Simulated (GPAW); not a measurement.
## A Ga chain with two Li atoms in line: relaxation, then transmission at several levels

Aim: the conductance of a Ga chain with two Li atoms in line after relaxation, and whether geometry, basis or functional moves it most.

Program: GPAW 26.7.0. Level of theory: GPAW LCAO, PAW setups; relaxation of the junction within the symmetry of its start, lead ends held, in the first sound run; inputs show where later runs differ. Results are calculated unless marked as measured.

Most raw output is cut from this account.

## 1. The structure

The cell holds 14 atoms: 12 Ga and 2 Li. Its edges and angles: a = 9.000 Å, b = 9.000 Å, c = 36.351 Å, α = 90.0°, β = 90.0°, γ = 90.0°. Regions: left lead, 6 atoms (6 Ga); channel, 2 atoms (2 Li); right lead, 6 atoms (6 Ga). Vacuum lies along a and b. The structure is stacked along c, and the current runs across the ab planes.

## 2. Relaxing the atoms

Transmission follows bond lengths closely, so the atoms between the held lead ends are relaxed first, within whatever symmetry the start has.

run.py

```python
import json
from ase import Atoms
from ase.constraints import FixAtoms
from ase.optimize import BFGS
from gpaw import GPAW, FermiDirac

device = Atoms(
    ['Ga', 'Ga', 'Ga', 'Ga', 'Ga', 'Ga', 'Li', 'Li', 'Ga', 'Ga', 'Ga', 'Ga', 'Ga', 'Ga'],
    positions=[
        [4.50000, 4.50000, 1.27500],
        [4.50000, 4.50000, 3.82500],
        [4.50000, 4.50000, 6.37500],
        [4.50000, 4.50000, 8.92500],
        [4.50000, 4.50000, 11.47500],
        [4.50000, 4.50000, 14.02500],
        [4.50000, 4.50000, 16.70030],
        [4.50000, 4.50000, 19.65030],
        [4.50000, 4.50000, 22.32560],
        [4.50000, 4.50000, 24.87560],
        [4.50000, 4.50000, 27.42560],
        [4.50000, 4.50000, 29.97560],
        [4.50000, 4.50000, 32.52560],
        [4.50000, 4.50000, 35.07560]],
    cell=[[9.0, 0.0, 0.0], [0.0, 9.0, 0.0], [0.0, 0.0, 36.3506]],
    pbc=True)

device.set_constraint(FixAtoms([0, 1, 2, 3, 4, 9, 10, 11, 12, 13]))
device.calc = GPAW(mode='lcao', basis='dzp', xc='PBE', h=0.18,
                   kpts={'size': (1, 1, 2), 'gamma': True},
                   symmetry={'tolerance': 1e-3, 'extra_ids': [1, 1, 1, 1, 1, 0, 0, 0, 0, 1, 1, 1, 1, 1]},
                   occupations=FermiDirac(0.1), maxiter=250,
                   mixer=dict(beta=0.1, nmaxold=8, weight=100.0),
                   convergence=dict(density=0.0001), txt='relax.txt')
path = []
opt = BFGS(device, maxstep=0.15)
opt.attach(lambda: path.append((device.get_potential_energy(), device.positions.tolist(), device.get_forces().tolist())))
relaxed = bool(opt.run(fmax=0.05, steps=50))
json.dump(dict(relaxed=relaxed, path=path, positions=device.positions.tolist(), moments=device.get_magnetic_moments().tolist(),
               forces=device.get_forces(apply_constraint=False).tolist()), open('result.json', 'w'))
```

On the command line:

```console
OMP_NUM_THREADS=1 OPENBLAS_NUM_THREADS=1 python run.py
```

Run time: 3.5 min. Hardware: 1 thread of Arm Neoverse V2, shared host; peak memory 1.6 GiB.

The steps of the relaxation:

```
step  energy less that of the first step (eV)  largest force (eV/Å)
   1                                   0.0000                0.2785
   2                                  -0.0020                0.2506
   3                                  -0.0108                0.0850
   4                                  -0.0110                0.0819
   5                                  -0.0097                0.1473
   6                                  -0.0129                0.0244
```

The atoms that moved most (Å):

```
atom     dx     dy      dz  length
 Ga9  0.000  0.000   0.053   0.053
 Ga6  0.000  0.000  -0.053   0.053
 Li8  0.000  0.000   0.034   0.034
 Li7  0.000  0.000  -0.034   0.034
```

The relaxation lowered the energy of the cell by 0.0129 eV (energies extrapolated to zero smearing; the optimiser's log prints free energies). The largest force left on a free atom is 0.024 eV/Å.

## 3. Double-zeta polarised basis

The script solves lead and junction separately, takes H and S in the orbital basis, and joins semi-infinite leads through their self-energies; the dzp basis is the working standard.

This step: GPAW LCAO, PAW setups; Landauer transmission from Green's functions with principal layers (ASE), zero bias (GPAW 26.7.0).

run.py

```python
import json
import numpy as np
from ase import Atoms
from ase.transport.calculators import TransportCalculator
from gpaw import GPAW, FermiDirac
from gpaw.lcao.tools import get_lcao_hamiltonian
from scipy.linalg import eigh

# The junction with lead layers at both ends, along the third cell vector
device = Atoms(
    ['Ga', 'Ga', 'Ga', 'Ga', 'Ga', 'Ga', 'Li', 'Li', 'Ga', 'Ga', 'Ga', 'Ga', 'Ga', 'Ga'],
    positions=[
        [4.50000, 4.50000, 1.27500],
        [4.50000, 4.50000, 3.82500],
        [4.50000, 4.50000, 6.37500],
        [4.50000, 4.50000, 8.92500],
        [4.50000, 4.50000, 11.47500],
        [4.50000, 4.50000, 13.97214],
        [4.50000, 4.50000, 16.66672],
        [4.50000, 4.50000, 19.68388],
        [4.50000, 4.50000, 22.37846],
        [4.50000, 4.50000, 24.87560],
        [4.50000, 4.50000, 27.42560],
        [4.50000, 4.50000, 29.97560],
        [4.50000, 4.50000, 32.52560],
        [4.50000, 4.50000, 35.07560]],
    cell=[[9.0, 0.0, 0.0], [0.0, 9.0, 0.0], [0.0, 0.0, 36.3506]],
    pbc=True)

# One principal layer of the lead: the first 3 atoms of the device
lead = Atoms(
    ['Ga', 'Ga', 'Ga'],
    positions=[
        [4.50000, 4.50000, 1.27500],
        [4.50000, 4.50000, 3.82500],
        [4.50000, 4.50000, 6.37500]],
    cell=[[9.0, 0.0, 0.0], [0.0, 9.0, 0.0], [0.0, 0.0, 7.65]],
    pbc=True)

settings = dict(mode='lcao', basis='dzp', xc='PBE', h=0.2,
                occupations=FermiDirac(0.1), maxiter=250,
                mixer=dict(beta=0.1, nmaxold=8, weight=100.0),
                convergence=dict(density=0.0001))
energies = np.arange(-2, 2 + 1e-9, 0.025)
eta = 0.0001
n1, n2 = 1, 1
# k and -k transmit alike, so half of the mesh across the current serves
mesh = [(i, j) for i in range(n1) for j in range(n2) if (i, j) <= (-i % n1, -j % n2)]
weights = np.array([1 if (i, j) == (-i % n1, -j % n2) else 2 for i, j in mesh]) / (n1 * n2)

# [... helper functions left out ...]
fermi_lead = ground_state(lead, (1, 1, 15), 'lead.txt')
fermi_device = ground_state(device, (1, 1, 2), 'device.txt')
# [... loop over the mesh left out, but for ...]
        # Shift the lead onto the potential of the device's first layer
        shift = ((H[:, 0, 0] - H0[:, 0, 0]) / S0[0, 0]).real.mean()
# [...]
kT = 8.617333e-5 * 300
bias = [0.1, 0.2, 0.5, 1.0, 1.5, 2.0]
# [... integrals and printing left out ...]
```

Wall time 47 s (1 thread); peak memory 1.1 GiB.

This step gave:

```yaml
conductance: 0.8717 G₀
thermopower: 16.07 μV/K
largest_coupling_past_the_next_principal_layer: 6.03e-5 eV
largest_misfit_of_the_first_principal_layer: 0.02757 eV
shift_that_aligns_the_lead: 0.007035 eV
basis_functions_of_the_junction: 166
basis_functions_of_a_principal_layer: 39
transmission_at_the_fermi_level_one_spin: 0.9152
open_channels_of_the_lead_at_the_fermi_level_one_spin: 3
```

One spin. The transmission, zone mean by energy, zero at the Fermi level:

```
energy (eV)  transmission, zone mean
     -2.000                   1.8e-4
     -1.900                   2.4e-4
     -1.800                   3.2e-4
     -1.700                   4.0e-4
     -1.600                   4.7e-4
     -1.500                   1.2e-4
     -1.400                  0.00295
     -1.300                  0.00248
     -1.200                  0.00309
     -1.100                  0.00415
     -1.000                  0.00581
     -0.900                  0.00838
     -0.800                   0.0125
     -0.700                   0.0192
     -0.600                   0.0309
     -0.500                   0.0526
     -0.400                   0.0964
     -0.300                    0.195
     -0.200                    0.435
     -0.100                    0.882
     -0.050                    0.998
      0.000                    0.915
      0.100                    0.566
      0.200                    0.350
      0.300                    0.240
      0.400                    0.181
      0.500                    0.146
      0.600                    0.125
      0.700                    0.110
      0.800                    0.101
      0.900                   0.0951
      1.000                   0.0915
      1.100                   0.0897
      1.200                   0.0895
      1.300                   0.0906
      1.400                   0.0930
      1.500                   0.0966
      1.600                    0.101
      1.700                    0.108
      1.800                    0.115
      1.900                    0.125
      2.000                    0.136
```

Crossings of the lead's bands, unfolded to its shortest repeat. Table of open channels, zone mean by energy, zero at the Fermi level:

energy (eV), open channels, zone mean and a bar from the least value:
```
   -2.000       1.00 
   -1.800       1.00 
   -1.600       1.00 
   -1.400       1.00 
   -1.200       1.00 
   -1.000       1.00 
   -0.800       1.00 
   -0.600       1.00 
   -0.400       1.00 
   -0.200       3.00 ##############################
    0.000       3.00 ##############################
    0.200       3.00 ##############################
    0.400       3.00 ##############################
    0.600       3.00 ##############################
    0.800       3.00 ##############################
    1.000       3.00 ##############################
    1.200       3.00 ##############################
    1.400       3.00 ##############################
    1.600       3.00 ##############################
    1.800       3.00 ##############################
    2.000       3.00 ##############################
```

Not self-consistent under bias; the bias window is split evenly. Current through one cell, from the zero-bias transmission against bias:

```
bias (V)  current through one cell, from the zero-bias transmission (μA)
   0.100                                                            6.64
   0.200                                                            12.6
   0.500                                                            23.9
   1.000                                                            30.6
   1.500                                                            33.6
   2.000                                                            35.7
```

The transmission of the three most open eigenchannels by energy, zero at the Fermi level:

```
energy (eV)  channel 1  channel 2 = channel 3
     -2.000     1.8e-4                      0
     -1.900     2.4e-4                      0
     -1.800     3.2e-4                      0
     -1.700     4.0e-4                      0
     -1.600     4.7e-4                      0
     -1.500     1.2e-4                      0
     -1.400    0.00295                      0
     -1.300    0.00248                      0
     -1.200    0.00309                      0
     -1.100    0.00415                      0
     -1.000    0.00581                      0
     -0.900    0.00838                      0
     -0.800     0.0125                      0
     -0.700     0.0192                      0
     -0.600     0.0309                      0
     -0.500     0.0526                      0
     -0.400     0.0964                      0
     -0.300      0.195                      0
     -0.200      0.435                 9.4e-5
     -0.100      0.881                 2.3e-4
      0.000      0.915                 3.3e-4
      0.100      0.566                 3.2e-4
      0.200      0.349                 2.7e-4
      0.300      0.240                 2.4e-4
      0.400      0.181                 2.2e-4
      0.500      0.146                 2.2e-4
      0.600      0.124                 2.3e-4
      0.700      0.110                 2.5e-4
      0.800      0.101                 2.7e-4
      0.900     0.0945                 3.1e-4
      1.000     0.0908                 3.5e-4
      1.100     0.0889                 4.0e-4
      1.200     0.0886                 4.6e-4
      1.300     0.0896                 5.2e-4
      1.400     0.0918                 6.0e-4
      1.500     0.0952                 6.9e-4
      1.600     0.0999                 7.8e-4
      1.700      0.106                 8.9e-4
      1.800      0.113                0.00101
      1.900      0.122                0.00114
      2.000      0.133                0.00129
```

Couplings past the next layer reach 6.0e-5 eV, small enough to drop; the matrix elements of the cell's first layer differ from the bulk lead's by up to 0.028 eV. That layer keeps its own values in the calculation, and only beyond it is the lead taken as perfect. The Fermi levels of lead and junction count from different zeros of potential, one for each periodic cell; with both set to zero, the small remaining shift is what aligns them. By hand: G = 0.8717 × 77.48 μS = 67.5 μS, a resistance of 14.8 kΩ; at 0.1 V a linear junction would pass 6.75 μA, and the integral over the bias window gives 6.64 μA. Mott's formula, S = -(π²/3)(k_B²T/e) d ln T/dE, has the prefactor 7.33 μV/K·eV at 300 K; T = 0.9782 at -0.025 eV and 0.8285 at 0.025 eV give a slope of -3.32 per eV and S = 24.3 μV/K, beside 16.1 μV/K from the thermal integral, which interpolates the same grid.

## 4. GPAW, szp: basis = "szp(dzp)"

The second zeta is dropped, the polarisation orbitals stay.

run.py: that of step 3 with these lines changed.

```diff
@@ -39,3 +39,3 @@
 
-settings = dict(mode='lcao', basis='dzp', xc='PBE', h=0.2,
+settings = dict(mode='lcao', basis='szp(dzp)', xc='PBE', h=0.2,
                 occupations=FermiDirac(0.1), maxiter=250,
```

Elapsed: 41 s, on 1 thread; peak memory 1.1 GiB.

Numbers from this step:

```
conductance                                    : 0.8988 G₀
thermopower                                    : 10.98 μV/K
largest coupling past the next principal layer : 5.81e-5 eV
largest misfit of the first principal layer    : 0.03122 eV
shift that aligns the lead                     : 0.004941 eV
basis functions of the junction                : 116
basis functions of a principal layer           : 27
transmission at the Fermi level (one spin)     : 0.9567
```

One spin. Transmission, zone mean against energy, zero at the Fermi level:

```
energy (eV)  transmission, zone mean
     -2.000                   1.1e-4
     -1.900                   1.2e-4
     -1.800                   1.2e-4
     -1.700                   3.4e-5
     -1.600                  5.4e-11
     -1.500                  1.9e-10
     -1.400                  0.00404
     -1.300                  0.00365
     -1.200                  0.00401
     -1.100                  0.00496
     -1.000                  0.00654
     -0.900                  0.00902
     -0.800                   0.0129
     -0.700                   0.0193
     -0.600                   0.0303
     -0.500                   0.0502
     -0.400                   0.0896
     -0.300                    0.176
     -0.200                    0.387
     -0.100                    0.817
     -0.025                    0.996
      0.000                    0.957
      0.100                    0.610
      0.200                    0.371
      0.300                    0.250
      0.400                    0.186
      0.500                    0.149
      0.600                    0.126
      0.700                    0.112
      0.800                    0.102
      0.900                   0.0961
      1.000                   0.0925
      1.100                   0.0908
      1.200                   0.0906
      1.300                   0.0918
      1.400                   0.0944
      1.500                   0.0981
      1.600                    0.103
      1.700                    0.110
      1.800                    0.117
      1.900                    0.127
      2.000                    0.138
```

Crossings of the lead's bands, unfolded to its shortest repeat. Open channels, zone mean against energy, zero at the Fermi level:

```
energy (eV)  open channels, zone mean
     -2.000                         1
     -1.900                         1
     -1.800                         1
     -1.700                         1
     -1.600                         0
     -1.500                         0
     -1.400                         1
     -1.300                         1
     -1.200                         1
     -1.100                         1
     -1.000                         1
     -0.900                         1
     -0.800                         1
     -0.700                         1
     -0.600                         1
     -0.500                         1
     -0.400                         1
     -0.300                         1
     -0.200                         3
     -0.100                         3
      0.000                         3
      0.100                         3
      0.200                         3
      0.300                         3
      0.400                         3
      0.500                         3
      0.600                         3
      0.700                         3
      0.800                         3
      0.900                         3
      1.000                         3
      1.100                         3
      1.200                         3
      1.300                         3
      1.400                         3
      1.500                         3
      1.600                         3
      1.700                         3
      1.800                         3
      1.900                         3
      2.000                         3
```

Not self-consistent under bias; the bias window is split evenly. Current through one cell, from the zero-bias transmission against bias:

```
bias (V)  current through one cell, from the zero-bias transmission (μA)
   0.100                                                            6.82
   0.200                                                            12.8
   0.500                                                            23.9
   1.000                                                            30.5
   1.500                                                            33.5
   2.000                                                            35.6
```

Table of transmission of the three most open eigenchannels by energy, zero at the Fermi level:

```
energy (eV)  channel 1  channel 2 = channel 3
     -2.000     1.1e-4                      0
     -1.900     1.2e-4                      0
     -1.800     1.2e-4                      0
     -1.700     3.4e-5                      0
     -1.600    5.4e-11                      0
     -1.500    1.9e-10                      0
     -1.400    0.00404                      0
     -1.300    0.00365                      0
     -1.200    0.00401                      0
     -1.100    0.00496                      0
     -1.000    0.00654                      0
     -0.900    0.00902                      0
     -0.800     0.0129                      0
     -0.700     0.0193                      0
     -0.600     0.0303                      0
     -0.500     0.0502                      0
     -0.400     0.0896                      0
     -0.300      0.176                      0
     -0.200      0.387                 1.1e-4
     -0.100      0.816                 2.8e-4
      0.000      0.956                 3.9e-4
      0.100      0.610                 3.6e-4
      0.200      0.370                 2.9e-4
      0.300      0.250                 2.4e-4
      0.400      0.186                 2.2e-4
      0.500      0.149                 2.2e-4
      0.600      0.126                 2.3e-4
      0.700      0.111                 2.4e-4
      0.800      0.102                 2.7e-4
      0.900     0.0955                 3.0e-4
      1.000     0.0918                 3.3e-4
      1.100     0.0900                 3.8e-4
      1.200     0.0898                 4.3e-4
      1.300     0.0909                 4.9e-4
      1.400     0.0932                 5.6e-4
      1.500     0.0969                 6.3e-4
      1.600      0.102                 7.2e-4
      1.700      0.108                 8.1e-4
      1.800      0.116                 9.0e-4
      1.900      0.125                0.00101
      2.000      0.136                0.00113
```

The conductance, 0.899 G₀, lies 3.1 % above that of the dzp run.

[end of part 1 of 2]

[Logs are printed without paths, hosts, clocks, repeated set-up lines and the standing remarks that a program may print on its own settings, such as how far it seeks lower states.]

[Hosts, paths, dates, database ids (printed as entryN), source tags and the programs' standing remarks are cut or masked in the printed files.]
